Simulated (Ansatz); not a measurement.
# Ge wire along [100], 37 atoms a period, H-terminated: bands by functional

Wanted: the relaxed geometry and the bands of the Ge wire along [100], 37 atoms a period, H-terminated.

Method: DFT PBE, plane waves, PAW; relaxation of a wire's period; PAW set soft_1, in the first sound run; inputs show where later runs differ, in Ansatz 0.2.0.

Most raw output is cut from this account.

### Step 1. The structure

The cell holds 65 atoms: 37 Ge and 28 H. Cell: a = 20.121 Å, b = 20.121 Å, c = 5.760 Å, α = 90.0°, β = 90.0°, γ = 90.0°. Vacuum lies along a and b. The structure's axis is c.

### Step 2. Relaxing the period

Band widths follow the bond lengths, so the wire is relaxed first. The atoms and the third cell vector are free; the box across stays fixed as vacuum. A Fermi-Dirac smearing is set since the result may be a metal. The pressure printed is a third of the stress's trace over the whole box, vacuum included; only the stress along the axis is relaxed.

File input.yaml:

```yaml
crystal:
  lattice:
    - [20.121, 0.0, 0.0]
    - [0.0, 20.121, 0.0]
    - [0.0, 0.0, 5.76]
  atoms:
    - { symbol: Ge, position: [0.285307212, 0.285307212, 0.0] }
    - { symbol: Ge, position: [0.285307212, 0.57157529, 0.0] }
    - { symbol: Ge, position: [0.428441251, 0.428441251, 0.0] }
    - { symbol: Ge, position: [0.428441251, 0.71470933, 0.0] }
    - { symbol: Ge, position: [0.57157529, 0.285307212, 0.0] }
    - { symbol: Ge, position: [0.57157529, 0.57157529, 0.0] }
    - { symbol: Ge, position: [0.71470933, 0.428441251, 0.0] }
    - { symbol: Ge, position: [0.71470933, 0.71470933, 0.0] }
[... 53 atom lines left out ...]
    - { symbol: H, position: [0.598379802, 0.831038857, 0.906365698] }
    - { symbol: H, position: [0.687904818, 0.168977685, 0.906365698] }
    - { symbol: H, position: [0.831038857, 0.312111724, 0.906365698] }
    - { symbol: H, position: [0.831038857, 0.598379802, 0.906365698] }
kpoints:
  mp_grid: { grid: [1, 1, 14] }
scf:
  occupations: { method: fermi_dirac, width: 0.05 }
hamiltonian:
  xc: pbe
  pseudopotentials: { kind: paw, azcp: { folder: soft_1 } }
relax:
  cell: { fix: [a, b, alpha, beta, gamma] }
  max_steps: 45
  f_tol: 0.03
```

The run is started by

```sh
> ansatz run input.yaml --threads 8 --pin off --max-ram 16384MiB --backend cpu --events-out ev --progress --plain --runs-dir out
```

Elapsed: 19 min, on 8 threads of Arm Neoverse V1, shared host; peak memory 11 GiB.

Relaxation path:

```csv
step,energy less that of the first step (eV),largest force component (eV/Å),pressure (GPa),volume (Å³)
1,0.0000,0.2936,-0.22,2331.96
2,-0.5811,0.1968,-0.16,2358.51
3,-0.7591,0.1128,-0.10,2357.28
4,-0.9459,0.1414,-0.04,2356.39
5,-1.0588,0.0371,0.04,2345.80
6,-1.0656,0.0061,0.00,2346.15
7*,-1.0683,0.0061,0.00,2346.15
```

Relaxation steps marked * repeat the geometry before them on a plane-wave basis chosen anew for their cell, so energy and pressure can jump there.

The run keeps the 8 symmetry operations that it works with, so distortions that break them were not tested.

```csv
cell as run,before,after,change
c (Å),5.760,5.795,+0.6 %
```

The atoms that moved most (Å, along periodic axes as changes of fractional coordinates times the final cell, across vacuum about the mean position):

```csv
atom,dx,dy,dz,length
H61,-0.327,-0.220,-0.413,0.571
H58,-0.220,-0.327,-0.413,0.571
H41,-0.327,0.220,0.413,0.571
H44,0.220,-0.327,0.413,0.571
H42,0.327,-0.220,0.413,0.571
H39,-0.220,0.327,0.413,0.571
H62,0.327,0.220,-0.413,0.571
H65,0.220,0.327,-0.413,0.571
```

Numbers from this step:

- cell length along the wire: 5.795 Å

The cell's length comes to 5.795 Å with spin left out.

### Step 3. Bands of the perfect wire

This step: DFT PBE, plane waves, PAW; bands of a perfect wire; PAW set soft_1 (Ansatz 0.2.0).

At the relaxed period the bands are computed along the axis; those that cross an energy going forward count the channels that a perfect wire would open there.

File input.yaml:

```yaml
crystal:
  lattice:
    - [20.121, 0.0, 0.0]
    - [0.0, 20.121, 0.0]
    - [0.0, 0.0, 5.7950342357]
  atoms:
    - { symbol: Ge, position: [0.287379188, 0.287379188, 0.991388308] }
    - { symbol: Ge, position: [0.286649826, 0.571613913, 0.002963987] }
    - { symbol: Ge, position: [0.428915246, 0.428915246, 0.998339911] }
    - { symbol: Ge, position: [0.428402629, 0.713366716, 0.002963987] }
    - { symbol: Ge, position: [0.571613913, 0.286649826, 0.002963987] }
    - { symbol: Ge, position: [0.571101296, 0.571101296, 0.998339911] }
    - { symbol: Ge, position: [0.713366716, 0.428402629, 0.002963987] }
    - { symbol: Ge, position: [0.712637354, 0.712637354, 0.991388308] }
[... 53 atom lines left out ...]
    - { symbol: H, position: [0.614611454, 0.841955792, 0.835099706] }
    - { symbol: H, position: [0.701001073, 0.188548692, 0.954092532] }
    - { symbol: H, position: [0.81146785, 0.299015469, 0.954092532] }
    - { symbol: H, position: [0.841955792, 0.614611454, 0.835099706] }
kpoints:
  mp_grid: { grid: [1, 1, 14] }
  band_path: { path: ["Γ", Z], npoints: 90 }
scf:
  occupations: { method: fermi_dirac, width: 0.05 }
hamiltonian:
  xc: pbe
  pseudopotentials: { kind: paw, azcp: { folder: soft_1 } }
output:
  dos: { e_range: [-5, 4] }
  write_potential: true
  write_density: true
  volumetric_format: npy
```

The job ended after 38 min (8 threads; peak memory 14 GiB).

Numbers from this step:

- band gap: 1.845 eV

Electronic bands along the path, in eV, zero at the Fermi level; v1 is the highest filled band, c1 the lowest empty one:

```csv
point,v4,v3,v2,v1,c1,c2,c3,c4
Γ,-1.19,-1.04,-1.04,-0.93,1.01,1.24,1.24,1.38
halfway,-1.48,-1.22,-1.11,-1.11,1.26,1.26,1.27,1.42
Z,-1.67,-1.67,-1.58,-1.58,0.92,1.03,1.03,1.15
```

The gap is 1.84 eV, with spin left out.

On this path the gap is indirect, 1.84 eV, with the valence top at Γ and the conduction bottom at Z. The least direct gap is 1.94 eV.

### Step 4. Another level of theory, cutoff 500 eV, k-mesh 1×1×11

This step: DFT r2SCAN, plane waves, PAW; bands of a perfect wire at the PBE geometry; PAW set soft_1 (Ansatz 0.2.0).

The atoms stay at the PBE geometry and the functional changes. r2SCAN also reads the kinetic-energy density; it often gives larger moments and wider gaps than PBE, at a higher cost. Against the first PBE run of this kind, the cutoff is 500 eV against 420 and the mesh along the wire has 11 points against 14.

Edit input.yaml of step 3 so:

```diff
@@ -72,3 +72,3 @@
 kpoints:
-  mp_grid: { grid: [1, 1, 14] }
+  mp_grid: { grid: [1, 1, 11] }
   band_path: { path: ["Γ", Z], npoints: 90 }
@@ -77,8 +77,3 @@
 hamiltonian:
-  xc: pbe
+  xc: r2scan
   pseudopotentials: { kind: paw, azcp: { folder: soft_1 } }
-output:
-  dos: { e_range: [-5, 4] }
-  write_potential: true
-  write_density: true
-  volumetric_format: npy
```

It took 54 min on 8 threads; peak memory 14 GiB.

This step gave:

```yaml
band_gap: 2.155 eV
```

The electronic bands at the labelled points (eV, zero at the Fermi level; v1 is the highest filled band, c1 the lowest empty one):

```csv
point,v4,v3,v2,v1,c1,c2,c3,c4
Γ,-1.37,-1.20,-1.20,-1.09,1.23,1.34,1.34,1.49
halfway,-1.66,-1.38,-1.28,-1.28,1.43,1.43,1.43,1.57
Z,-1.87,-1.87,-1.78,-1.77,1.07,1.18,1.18,1.31
```

The gap is 2.16 eV, against 1.84 eV under PBE at the relaxed period.

### Step 5. Outcome

```json
{
 "cell length, PBE": "5.795 Å",
 "gap, PBE": "1.84 eV",
 "gap, r2SCAN": "2.16 eV"
}
```

In words: Under PBE the cell's length is 5.80 Å, and a gap of 1.84 eV makes it a semiconductor. At the relaxed period the wire is gapped under every functional, from 1.84 eV (PBE) to 2.16 eV (r2SCAN). Weak screening in one dimension makes quasiparticle gaps larger than the semilocal gaps, as a rule.

[Logs are printed without paths, hosts, clocks, repeated set-up lines and the standing remarks that a program may print on its own settings, such as how far it seeks lower states.]

[Hosts, paths, dates, database ids (printed as entryN), source tags and the programs' standing remarks are cut or masked in the printed files.]
